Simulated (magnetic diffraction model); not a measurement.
# Which magnetic order? CeGa4Re

Space group Pbam (no. 55), a = 7.0930 Å, b = 14.1020 Å, c = 4.2640 Å.

| site | atom | x | y | z |
| --- | --- | --- | --- | --- |
| 4g | Re | 0.3689 | 0.9142 | 0 |
| 4g | Ce | 0.3769 | 0.6489 | 0 |
| 4h | Ga | 0.2820 | 0.3170 | 1/2 |
| 4h | Ga | 0.5192 | 0.8082 | 1/2 |
| 4h | Ga | 0.3686 | 0.4678 | 1/2 |
| 4h | Ga | 0.3868 | 0.0411 | 1/2 |

The compound is invented for this exercise: a known structure type with other elements, its cell scaled to their sizes and not relaxed.

Only Ce is taken to order (form factors of Ce3+); orders and moment sizes are assumed, and not adapted to the symmetry. Radiation: neutrons of λ = 2.567 Å, 5° to 60°; isotropic B of 0.2 Å² (Re), 0.31 Å² (Ce) and 0.38 Å² (Ga). Simulated constant-wavelength pattern: nuclear and magnetic terms add, the magnetic one as |2.695 fm × Σ f S⊥ exp(2πi Q·r) exp(−B s²)|², summed over all Q at one angle with the factor 1/(sin²θ cos θ). For collinear order S is the moment m, which repeats by lattice and centring translations R with the sign exp(−2πi k·R). Free-ion form factors, Sears's scattering lengths of 1992, no absorption; a label names one of the reflections at its angle. The strongest nuclear line in the range is 100, and lines under 0.2 are left out.

Above the ordering temperature:

```csv
2θ (°),index,I
20.98,(0 2 0),19.5
23.37,(1 1 0),33.0
29.75,(1 2 0),32.2
35.04,(0 0 1),51.6
38.24,(1 3 0),1.8
42.55,(1 1 1),0.5
43.82,(2 1 0),0.4
46.60,(1 2 1),1.7
47.98,(1 4 0),0.3
52.83,(1 3 1),29.0
53.92,(2 3 0),2.3
56.16,(2 0 1),0.4
56.38,(0 4 1),62.5
57.30,(2 1 1),100.0
```

Below it (cell unchanged):

```
2θ (°)      I
  5.22   52.8
 15.69    2.1
 20.98   19.5
 23.37   33.0
 26.20    1.1
 29.75   32.2
 33.80    1.6
 35.04   51.6
 35.45    2.2
 37.15    0.4
 38.24    1.8
 38.60    0.7
 41.48    0.2
 42.55    0.5
 42.98    0.8
 43.82    0.4
 44.27    1.6
 46.60    1.7
 47.98    0.3
 48.36    0.6
 49.48    2.0
 51.99    0.4
 52.83   29.0
 53.92    2.3
 56.16    0.4
 56.38   62.5
 56.45    0.7
 56.61    1.0
 57.30  100.0
 58.70    0.3
```

**Question.** Find the propagation vector, then choose among these models:
A. collinear moments along [001], 1.3 μB on Ce; signs + at (0.3769, 0.6489, 0), − at (0.6231, 0.3511, 0), + at (0.8769, 0.8511, 0), − at (0.1231, 0.1489, 0)
B. collinear moments along [100], 1.3 μB on Ce; signs + at (0.3769, 0.6489, 0), + at (0.6231, 0.3511, 0), + at (0.8769, 0.8511, 0), − at (0.1231, 0.1489, 0)
C. collinear moments along [100], 1.3 μB on Ce; signs + at (0.3769, 0.6489, 0), − at (0.6231, 0.3511, 0), + at (0.8769, 0.8511, 0), − at (0.1231, 0.1489, 0)
D. collinear moments along [001], 1.3 μB on Ce; signs + at (0.3769, 0.6489, 0), + at (0.6231, 0.3511, 0), + at (0.8769, 0.8511, 0), − at (0.1231, 0.1489, 0)

The new lines index as (0 1/2 0) at 5.22°, (0 3/2 0) at 15.69°, (1 -3/2 0) at 26.20° and (1 5/2 0) at 33.80°, that is as H ± k with k = (0 1/2 0). Half indices mean that the moments reverse under translations with k·R a half-integer, and the magnetic cell has twice the primitive volume.

Magnetic intensity, observed (below minus above) and for each model:

| 2θ (°) | index | observed | A | B | C | D |
| --- | --- | --- | --- | --- | --- | --- |
| 5.22 | (0 1/2 0) | 52.8 | 52.8 | 46.6 | 52.8 | 46.6 |
| 15.69 | (0 3/2 0) | 2.1 | 2.1 | <0.2 | 2.1 | <0.2 |
| 21.51 | (1 1/2 0) | <0.2 | 0.7 | 0.2 | <0.2 | 3.4 |
| 26.20 | (1 3/2 0) | 1.1 | 3.0 | 0.8 | 1.1 | 2.2 |
| 33.80 | (1 5/2 0) | 1.6 | 2.7 | 0.8 | 1.6 | 1.3 |
| 35.45 | (0 1/2 1) | 2.2 | <0.2 | 1.9 | 2.2 | <0.2 |
| 42.78 | (2 1/2 0) | <0.2 | 1.5 | <0.2 | <0.2 | 0.3 |
| 45.51 | (2 3/2 0) | <0.2 | 0.5 | <0.2 | <0.2 | 1.4 |

Model C matches.

The structure used: k = (0 1/2 0), collinear moments along [100], 1.3 μB on Ce; signs + at (0.3769, 0.6489, 0), − at (0.6231, 0.3511, 0), + at (0.8769, 0.8511, 0), − at (0.1231, 0.1489, 0).

[Logs are printed without paths, hosts, clocks, repeated set-up lines and the standing remarks that a program may print on its own settings, such as how far it seeks lower states.]
